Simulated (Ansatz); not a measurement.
# (AlAs)3(BeTe)1 [001] superlattice, started as zinc blende: from the cell to its phonons

The cell of (AlAs)3(BeTe)1 [001] superlattice, started as zinc blende is at rest. What are its phonons?

Main program and level: Ansatz 0.2.0; DFT LDA, scalar-relativistic, plane waves, PAW.

The structure was built from a prototype and need not be the compound's stable phase.

### 1. Set-up

Symmetry: Pmm2, No. 25, orthorhombic system. The conventional cell has a = 3.955 Å, b = 3.975 Å, c = 11.270 Å, α = 90.00°, β = 90.00°, γ = 90.00°. Nearest to Al lie 2 As at 2.42 Å and 2 Te at 2.61 Å. Nearest to Al lie 4 As at 2.42 to 2.45 Å. Nearest to Al lie 4 As at 2.43 to 2.45 Å. Nearest to As lie 4 Al at 2.42 to 2.45 Å. As has 4 Al at 2.42 to 2.45 Å nearest. Nearest to As lie 2 Be at 2.24 Å and 2 Al at 2.43 Å. Farther neighbours and most contacts between anions are not listed.

### 2. Zone-centre response

The cell comes from relaxations at this level that are not shown. The zone centre is the only wavevector solved here; it holds the modes that light can see, as far as symmetry allows. The response to a homogeneous field gives the Born charges and the dielectric tensor, and its change with displacement the Raman tensors.

Input file input.yaml:

```yaml
crystal:
  lattice:
    - [2.8104929414, 2.8104929414, 0.0]
    - [-2.7968329973, 2.7968329973, 0.0]
    - [0.0, 0.0, 11.2698530936]
  atoms:
    - { symbol: Al, position: [0.0, 0.0, 0.0075356457] }
    - { symbol: Al, position: [0.5, 0.5, 0.2583478184] }
    - { symbol: Al, position: [0.0, 0.0, 0.5087560639] }
    - { symbol: As, position: [0.5, 1.0, 0.1293929756] }
    - { symbol: As, position: [0.0, 0.5, 0.3802548632] }
    - { symbol: As, position: [0.5, 1.0, 0.6332637588] }
    - { symbol: Be, position: [0.5, 0.5, 0.726060834] }
    - { symbol: Te, position: [0.0, 0.5, 0.8563880406] }
kpoints:
  mp_grid: { grid: [8, 8, 2] }
hamiltonian:
  xc: lda
scf:
  occupations: { method: fixed }
output:
  eigenvalues: true
phonons:
  method: dfpt
  dielectric: true
  rigid_motions: translations
  raman: true
```

Launch:

```console
$ ansatz run input.yaml --threads 8 --pin off --max-ram 14336MiB --backend cpu --events-out ev --progress --plain --runs-dir out
```

Then come: another isotope. Settings of the main run: cutoff 420 eV, 8×8×2 k-mesh, fixed occupations.

In doubt: the program warns that the response may not be converged on this k-mesh (in some of the runs), which bears on the force constants and all frequencies.

Q: Predict the highest optical mode at the zone centre, top of the zone-centre spectrum with the field and mean high-frequency dielectric constant.

The structure is stable against zone-centre distortions, since no mode there is imaginary; other wavevectors were not solved, so zone-boundary instabilities are untested. Without the field, the optical modes at Γ span 70 to 522 cm⁻¹. No dispersion was computed.

```
volume per atom                                         : 22.1 Å³
gap on the k-mesh                                       : 0.975 eV
highest optical mode at the zone centre (no LO-TO term) : 522 cm⁻¹
top of the zone-centre spectrum with the field          : 527 cm⁻¹
lowest optical zone-centre mode                         : 69.8 cm⁻¹
mean high-frequency dielectric constant                 : 9.45
mean static dielectric constant                         : 11.4
largest Born charge (third of the trace)                : 2.20 e
imaginary modes at Γ (the only wavevector solved)       : none
```

The highest mode in this list at Γ, 522.0 cm⁻¹, is mostly motion of Be (90 % of the kinetic energy). With the macroscopic field of the longitudinal modes the top of the zone-centre spectrum lies at 527 cm⁻¹, against 522 cm⁻¹ without it. Lattice motion raises the mean dielectric constant from 9.450 to 11.43. The strongest infrared line is at 363 cm⁻¹. Averaged over orientations, the strongest Raman line at 532 nm and 300 K is at 70 cm⁻¹, among the modes without the field; their longitudinal partners can be Raman active too. The tensors are the static, non-resonant ones, while 532 nm light (2.33 eV) lies above the computed gap. With the field response the log warns that the k mesh is coarse for the force constants too, so the frequencies may not be converged. Spin-orbit coupling is left out, which can matter for the heavy elements here. The starting cell was built on a prototype and not taken from a measurement, so the phase need not exist. These are harmonic frequencies at zero temperature: anharmonic shifts, linewidths and thermal expansion are left out.

[Logs are printed without paths, hosts, clocks, repeated set-up lines and the standing remarks that a program may print on its own settings, such as how far it seeks lower states.]

[Hosts, paths, dates, database ids (printed as entryN), source tags and the programs' standing remarks are cut or masked in the printed files.]
